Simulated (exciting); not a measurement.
# Core excitons at the S L₂,₃ edge of YSF, part 2 of 3

Aim: the S L₂,₃ absorption edge of YSF with the electron–hole interaction treated explicitly, and what each term of the kernel does.

exciting sodium; X-ray absorption, core-level Bethe-Salpeter equation, exchange and statically screened direct term, Tamm-Dancoff, all-electron LAPW+lo LDA.

So far. Step 3 (A richer basis for the empty states): Against the first ground state the total energy moves by -9 meV an atom and the gap by 0.00 eV.

### Step 4. Screening, kernels and BSE for S atom 3

The absorber has 4 Y at 2.81 Å, 1 Y at 2.86 Å, 4 F at 3.07 Å and 4 S at 3.33 Å (13-fold, site symmetry 4mm).

The input, input.xml:

```
<input>
  <title>YSF</title>
  <structure speciespath="." autormt="false" epslat="1.0e-5">
    <crystal>
      <basevect>7.1299083966 0.0000000000 0.0000000000</basevect>
      <basevect>0.0000000000 7.1299083966 0.0000000000</basevect>
      <basevect>0.0000000000 0.0000000000 12.9005311984</basevect>
    </crystal>
    <species speciesfile="Y.xml" rmt="2.464">
      <atom coord="0.5000000000 0.0000000000 0.7727719800"/>
      <atom coord="0.0000000000 0.5000000000 0.2272280200"/>
    </species>
    <species speciesfile="S.xml" rmt="2.300">
      <atom coord="0.5000000000 0.0000000000 0.3544328100"/>
      <atom coord="0.0000000000 0.5000000000 0.6455671900"/>
    </species>
    <species speciesfile="F.xml" rmt="2.013">
      <atom coord="0.5000000000 0.5000000000 0.0000000000"/>
      <atom coord="0.0000000000 0.0000000000 0.0000000000"/>
    </species>
  </structure>
  <groundstate do="skip" xctype="LDA_PW" ngridk="5 5 2" rgkmax="7" gmaxvr="14" nempty="8" swidth="0.001" maxscl="100" epsengy="1e-5"/>
  <xs xstype="BSE" ngridk="3 3 2" ngridq="3 3 2" vkloff="0.097 0.273 0.493" rgkmax="7" nempty="48" gqmax="3" lmaxapwwf="5" lmaxemat="3" broad="0.01654" tevout="true">
    <energywindow intv="5.045 6.708" points="452"/>
    <screening screentype="full" nempty="73"/>
    <BSE xas="true" xasspecies="2" xasatom="1" xasedge="L23" bsetype="singlet" nstlxas="1 44"/>
    <qpointset>
      <qpoint>0 0 0</qpoint>
    </qpointset>
    <plan>
      <doonly task="xsgeneigvec"/>
      <doonly task="writepmatxs"/>
      <doonly task="scrgeneigvec"/>
      <doonly task="scrwritepmat"/>
      <doonly task="screen"/>
      <doonly task="scrcoulint"/>
    </plan>
  </xs>
</input>
```

The input, input.xml for the exchange start (cutoff and plan only):

```
  gqmax="2.5"
  <plan>
    <doonly task="exccoulint"/>
  </plan>
```

The input, input.xml for the last start (plan only):

```
  <plan>
    <doonly task="bse"/>
  </plan>
```

On the command line:

```sh
$ OMP_NUM_THREADS=1 mpirun -n 2 exciting
$ OMP_NUM_THREADS=1 mpirun -n 2 exciting
$ OMP_NUM_THREADS=2 exciting
```

Numbers of over 12 decimals in the logs are rounded to 6 here.

The log of the run:

```text
| EXCITING SODIUM started for task xsgeneigvec ( 301)                          =
One-shot GS runs for BSE calculations
One-shot GS runs for k+qmt/2 grids
Info(xsgeneigvec): Generating eigenvectors for Q-point      1
Info(xsgeneigvec): Generation of eigenvectors finished
| EXCITING SODIUM started for task writepmatxs ( 320)                          =
Info(writepmatxs): Momentum matrix elements finished
| EXCITING SODIUM started for task scrgeneigvec ( 401)                         =
One-shot GS runs for BSE calculations
One-shot GS runs for k+qmt/2 grids
Info(xsgeneigvec): Generating eigenvectors for Q-point      1
Using screening GS parameters.
Info(xsgeneigvec): Generation of eigenvectors finished
| EXCITING SODIUM started for task scrwritepmat ( 420)                         =
Info(writepmatxs): Momentum matrix elements finished
Info(scrwritepmat): Momentum matrix elements for screening finished
| EXCITING SODIUM started for task screen ( 430)                               =
Info(screenlauncher): Calculating screening for unshifted q-grid.
Info(screenlauncher): Number of q points:       6
Info(screenlauncher): lowest (partially)  unoccupied state:     25
Info(screenlauncher): highest (partially) occupied state  :     24
Info(screenlauncher): number of occupied states considered:   24
Info(screenlauncher): number of unoccupied states considered:   74
Info(screenlauncher): Starting loop over q-points
Info(screenlauncher): Screening for unshifted q-grid finished
Info(screenlauncher): Screening finished
| EXCITING SODIUM started for task scrcoulint ( 440)                           =
Info(scrcoulintlauncher): Setting up screened Coulomb interaction matrix W.
Info(scrcoulintlauncher): Using momentum transfer vectors from list :   1 to  1
Info(scrcoulintlauncher): Calculating screened Coulomb interaction matrix W
Info(scrcoulintlauncher): Momentum transfer list index: iqmt=  1
Info(scrcoulintlauncher): Momentum transfer: vqmtl=   0.000   0.000   0.000
Info(scrcoulintlauncher): Calculating RR block of W
Info(scrcoulint): Inspecting occupations...
Info(setranges_modxs): Number of non-reduced k-points:       18
Info(setranges_modxs): Number of states considered:       73
Info(setranges_modxs): Number of (partially) occupied states:       10
Info(setranges_modxs): Highest (partially) occupied states:       24
Info(setranges_modxs): Number of (partially) unoccupied states:       49
Info(setranges_modxs): Lowest (partially) unoccupied states:       25
Info(scrcoulint): Selecting transitions...
Info(select_transitions): Inspecting transitions in the  band interval:
  lowest occupied state:   5
  highest occupied state:  10
  lowest unoccupied state:  25
  highest unoccupied state:  68
  Opening gap with a scissor of:      0.000/H      0.000/eV
Info(select_transitions): Number of participating transitions:    4752
Info(scrcoulint): Size of file SCCLI will be about     0.177592 GB
Info(scrcoulint): Using q-grid
Info(scrcoulint): Number of reduced q-points:      6
Info(scrcoulint): Number of non-reduced q-points:     18
Info(scrcoulint): Calculating W(G1,G2,qr) fourier coefficients
Info(scrcoulint): Calculating W matrix elements
Info(scrcoulintlauncher): Screened coulomb interaction finished for iqmt=   1
| EXCITING SODIUM started for task exccoulint ( 441)                           =
Info(exccoulintlauncher): Setting up exchange interaction matrix V.
Info(exccoulintlauncher): Using momentum transfer vectors from list :   1 to  1
Info(exccoulintlauncher):Calculating exchange interaction matrix V
Info(exccoulintlauncher): Momentum transfer list index: iqmt=  1
Info(exccoulintlauncher): Momentum transfer: vqmtl=   0.000   0.000   0.000
Info(exccoulintlauncher): Calculating RR block of V
Info(exccoulint): Inspecting occupations...
Info(setranges_modxs): Number of non-reduced k-points:       18
Info(setranges_modxs): Number of states considered:       73
Info(setranges_modxs): Number of (partially) occupied states:       10
Info(setranges_modxs): Highest (partially) occupied states:       24
Info(setranges_modxs): Number of (partially) unoccupied states:       49
Info(setranges_modxs): Lowest (partially) unoccupied states:       25
Info(exccoulint): Selecting transitions...
Info(select_transitions): Inspecting transitions in the  band interval:
  lowest occupied state:   5
  highest occupied state:  10
  lowest unoccupied state:  25
  highest unoccupied state:  68
  Opening gap with a scissor of:      0.000/H      0.000/eV
Info(select_transitions): Number of participating transitions:    4752
Info(exccoulint): Size of file EXCLI will be about     0.177592 GB
Info(exccoulint): Generating plane wave matrix elements for momentum transfer iqmt=   1
  Timing (in seconds)	   :    1174.494
Info(exccoulint): Generating V matrix elements
Info(exccoulint): Zeroing Coulomb potential at G+qmt index:  1
Info(exccoulintlauncher): Exchange interaction finished for iqmt=   1
| EXCITING SODIUM started for task bse ( 445)                                  =
Info(bselauncher): Init time:    1.020794
Info(bselauncher): Setting up and diagonalizing BSE Hamiltonian.
Info(bselauncher): Using momentum transfer vectors from list :   1 to  1
Info(bselauncher): Distributing qmt-points over   1 processes.
Info(bselauncher): BSE type: singlet
Info(bselauncher): Momentum transfer list index: iqmt=  1
Info(bselauncher): Momentum transfer: vqmtl=   0.000   0.000   0.000
Info(bse): Inspecting occupations...
Info(setranges_modxs): Number of non-reduced k-points:       18
Info(setranges_modxs): Number of states considered:       73
Info(setranges_modxs): Number of (partially) occupied states:       10
Info(setranges_modxs): Highest (partially) occupied states:       24
Info(setranges_modxs): Number of (partially) unoccupied states:       49
Info(setranges_modxs): Lowest (partially) unoccupied states:       25
Info(select_transitions): Inspecting transitions in the  band interval:
  lowest occupied state:   5
  highest occupied state:  10
  lowest unoccupied state:  25
  highest unoccupied state:  68
  Opening gap with a scissor of:      0.000/H      0.000/eV
Info(select_transitions): Number of participating transitions:    4752
Info(bse): Selecting transitions...
Info(bse):bsegap (eV):   149.772813
Info(bse): Assembling BSE matrix
  RR/RA blocks of global BSE-Hamiltonian:
  Size of the Hamiltonian:    4752
  Number of k-points:      18
  Distributing matrix to   1 processes
  Local matrix shape   4752 x  4752
Info(bse): max local RAM needed for BSE matrices ~     0.336491 GB
Info(setup_bse_block): Setting up RR part of hamiltonian
Info(setup_bse_block): Singlet spin state
Info(bse): Diagonalizing RR Hamiltonian (TDA)
Info(bse): Invoking Lapack routine ZHEEVR
      4752 eigen solutions found in the interval:
         i1=       1 i2=    4752
Info(bse): Writing excition energies and oscillator strengths to text file.
Info(makespectrum_dist): Making spectrum using formula for coupling with time reversed AR basis.
Info(makespectrum_dist): Using formalism for vanishing momentum transfer.
Info(writederived): Writing quantities derived from the macroscopic dielectric function.
Info(bselauncher): Spectrum finished for iqmt=  1
Info(bselauncher): All done for BSE type singlet
```

It took 28 min on 2 MPI ranks of Arm Neoverse V1, shared host.

Wall time by task: xsgeneigvec 8.5 s, writepmatxs 7.9 s, scrgeneigvec 6.9 s, scrwritepmat 5 s, screen 2.2 min, scrcoulint 3.6 min, exccoulint 20 min, bse 93 s.

The S L₂,₃ spectrum of S atom 3 (energy from the Kohn–Sham onset, core level to the lowest empty state found on the meshes used, 149.27 eV; the ground-state mesh sets it, and the shifted mesh has its lowest transition 0.50 eV above it; Im ε scaled to the maximum of the singlet run; cut below the end of the band set):

```
E (eV)  isotropic  ε ⊥ c  ε ∥ c
  -2.0       0.02   0.02   0.02
  -1.5       0.02   0.02   0.02
  -1.0       0.03   0.03   0.03
  -0.5       0.05   0.05   0.04
   0.0       0.07   0.07   0.06
   0.5       0.10   0.10   0.09
   1.0       0.19   0.18   0.20
   1.5       0.36   0.34   0.41
   2.0       0.39   0.40   0.38
   2.5       0.36   0.35   0.39
   3.0       0.37   0.37   0.37
   3.5       0.30   0.30   0.30
   4.0       0.25   0.25   0.26
   4.5       0.22   0.21   0.22
   5.0       0.21   0.20   0.22
   5.5       0.26   0.25   0.26
   6.0       0.33   0.35   0.30
   6.5       0.43   0.43   0.44
   7.0       0.60   0.59   0.63
   7.5       0.73   0.74   0.72
   8.0       0.74   0.75   0.72
   8.5       0.90   0.90   0.88
   9.0       1.00   1.00   1.00
   9.5       0.89   0.91   0.85
  10.0       0.79   0.83   0.72
  10.5       0.75   0.78   0.68
  11.0       0.65   0.68   0.60
  11.5       0.59   0.60   0.57
  12.0       0.58   0.60   0.55
  12.5       0.52   0.54   0.49
  13.0       0.56   0.57   0.56
  13.5       0.60   0.61   0.59
  14.0       0.58   0.56   0.61
  14.5       0.61   0.58   0.67
  15.0       0.64   0.60   0.72
  15.5       0.70   0.65   0.82
  16.0       0.75   0.70   0.86
  16.5       0.73   0.71   0.76
  17.0       0.73   0.74   0.71
  17.5       0.75   0.77   0.72
  18.0       0.77   0.78   0.76
  18.5       0.73   0.73   0.71
  19.0       0.67   0.67   0.66
  19.5       0.65   0.65   0.65
  20.0       0.67   0.67   0.66
  20.5       0.66   0.67   0.64
  21.0       0.67   0.67   0.67
```

Maxima (height): 1.8 eV (0.42), 7.4 eV (0.73), 9.0 eV (1.00), 13.4 eV (0.61), 15.8 eV (0.75), 17.8 eV (0.78) and 21.0 eV (0.67); 1 lower ones aren't listed.

The Hamiltonian has 4752 rows. The lowest groups of eigenvalues and the brightest ones, on the scale above (the program counts from the shifted mesh's onset, 0.50 eV higher). Core spinors bring spin-forbidden partners, so dark means forbidden by spin or by symmetry, and the shifted mesh splits states that symmetry would keep together:

```
energy (eV)  states within 10 meV  relative strength
     -0.154                     4               0.16
      0.087                     4             0.0050
      0.984                     4               0.25
      1.093                     4              0.017
      1.107                     2              0.080
      1.249                     4              0.058
      1.467                     2               0.99
      1.741                     6               0.81
      7.431                     4               0.86
      8.672                     6               0.76
      9.097                     5               0.77
      9.108                     1               0.80
     15.665                     4               1.00
```

### Step 5. Independent particles

Edit input.xml of step 4 so:

```diff
@@ -25,3 +25,3 @@
     <screening screentype="full" nempty="73"/>
-    <BSE xas="true" xasspecies="2" xasatom="1" xasedge="L23" bsetype="singlet" nstlxas="1 44"/>
+    <BSE xas="true" xasspecies="2" xasatom="1" xasedge="L23" bsetype="IP" nstlxas="1 44"/>
     <qpointset>
@@ -30,8 +30,3 @@
     <plan>
-      <doonly task="xsgeneigvec"/>
-      <doonly task="writepmatxs"/>
-      <doonly task="scrgeneigvec"/>
-      <doonly task="scrwritepmat"/>
-      <doonly task="screen"/>
-      <doonly task="scrcoulint"/>
+      <doonly task="bse"/>
     </plan>
```

On the command line:

```sh
$ OMP_NUM_THREADS=2 exciting
```

The log of the run:

```text
| EXCITING SODIUM started for task bse ( 445)                                  =
Info(bselauncher): Init time:    1.023815
Info(bselauncher): Setting up and diagonalizing BSE Hamiltonian.
Info(bselauncher): Using momentum transfer vectors from list :   1 to  1
Info(bselauncher): Distributing qmt-points over   1 processes.
Info(bselauncher): BSE type: IP
Info(bselauncher): Momentum transfer list index: iqmt=  1
Info(bselauncher): Momentum transfer: vqmtl=   0.000   0.000   0.000
Info(bse): Inspecting occupations...
Info(setranges_modxs): Number of non-reduced k-points:       18
[...]
highest unoccupied state:  68
  Opening gap with a scissor of:      0.000/H      0.000/eV
Info(select_transitions): Number of participating transitions:    4752
Info(bse): Selecting transitions...
Info(bse):bsegap (eV):   149.772813
Info(bse): IP requested, nothing much to do
Info(bse): Writing excition energies and oscillator strengths to text file.
Info(makespectrum_dist): Making spectrum using formula for coupling with time reversed AR basis.
Info(makespectrum_dist): Using formalism for vanishing momentum transfer.
Info(writederived): Writing quantities derived from the macroscopic dielectric function.
Info(bselauncher): Spectrum finished for iqmt=  1
Info(bselauncher): All done for BSE type IP
```

Wall time 3 s (2 threads).

Maxima (height): 4.0 eV (0.23), 10.2 eV (0.75), 14.2 eV (0.59), 18.9 eV (0.84) and 19.7 eV (0.83); the curve is highest at the end of the window. Against the singlet run the r.m.s. difference is 35 %. Moving the earlier curve by +2.0 eV leaves 19 %. The highest maximum lies at 18.9 eV (0.84), against 9.0 eV (1.00).

### Step 6. Exchange alone

Edit input.xml of step 5 so:

```diff
@@ -25,3 +25,3 @@
     <screening screentype="full" nempty="73"/>
-    <BSE xas="true" xasspecies="2" xasatom="1" xasedge="L23" bsetype="IP" nstlxas="1 44"/>
+    <BSE xas="true" xasspecies="2" xasatom="1" xasedge="L23" bsetype="RPA" nstlxas="1 44"/>
     <qpointset>
```

On the command line:

```sh
$ OMP_NUM_THREADS=2 exciting
```

The log of the run:

```text
| EXCITING SODIUM started for task bse ( 445)                                  =
Info(bselauncher): Init time:    1.020130
Info(bselauncher): Setting up and diagonalizing BSE Hamiltonian.
Info(bselauncher): Using momentum transfer vectors from list :   1 to  1
Info(bselauncher): Distributing qmt-points over   1 processes.
Info(bselauncher): BSE type: RPA
Info(bselauncher): Momentum transfer list index: iqmt=  1
Info(bselauncher): Momentum transfer: vqmtl=   0.000   0.000   0.000
Info(bse): Inspecting occupations...
Info(setranges_modxs): Number of non-reduced k-points:       18
[...]
Info(setup_bse_block): Setting up RR part of hamiltonian
Info(setup_bse_block): Using RPA approximation
Info(bse): Diagonalizing RR Hamiltonian (TDA)
Info(bse): Invoking Lapack routine ZHEEVR
      4752 eigen solutions found in the interval:
         i1=       1 i2=    4752
Info(bse): Writing excition energies and oscillator strengths to text file.
Info(makespectrum_dist): Making spectrum using formula for coupling with time reversed AR basis.
Info(makespectrum_dist): Using formalism for vanishing momentum transfer.
Info(writederived): Writing quantities derived from the macroscopic dielectric function.
Info(bselauncher): Spectrum finished for iqmt=  1
Info(bselauncher): All done for BSE type RPA
```

Wall time 99 s (2 threads).

Maxima (height): 10.3 eV (0.70), 11.5 eV (0.68), 14.2 eV (0.57), 18.9 eV (0.83) and 19.8 eV (0.83); 1 lower ones aren't listed; the curve is highest at the end of the window. The spectrum differs from the independent-particle run by 4 % r.m.s.

(Part 2 of 3 ends here.)

[Banner, clock and machine lines of the logs are left out without a mark of their own.]

[Logs are printed without paths, hosts, clocks, repeated set-up lines and the standing remarks that a program may print on its own settings, such as how far it seeks lower states.]

[Hosts, paths, dates, database ids (printed as entryN), source tags and the programs' standing remarks are cut or masked in the printed files.]
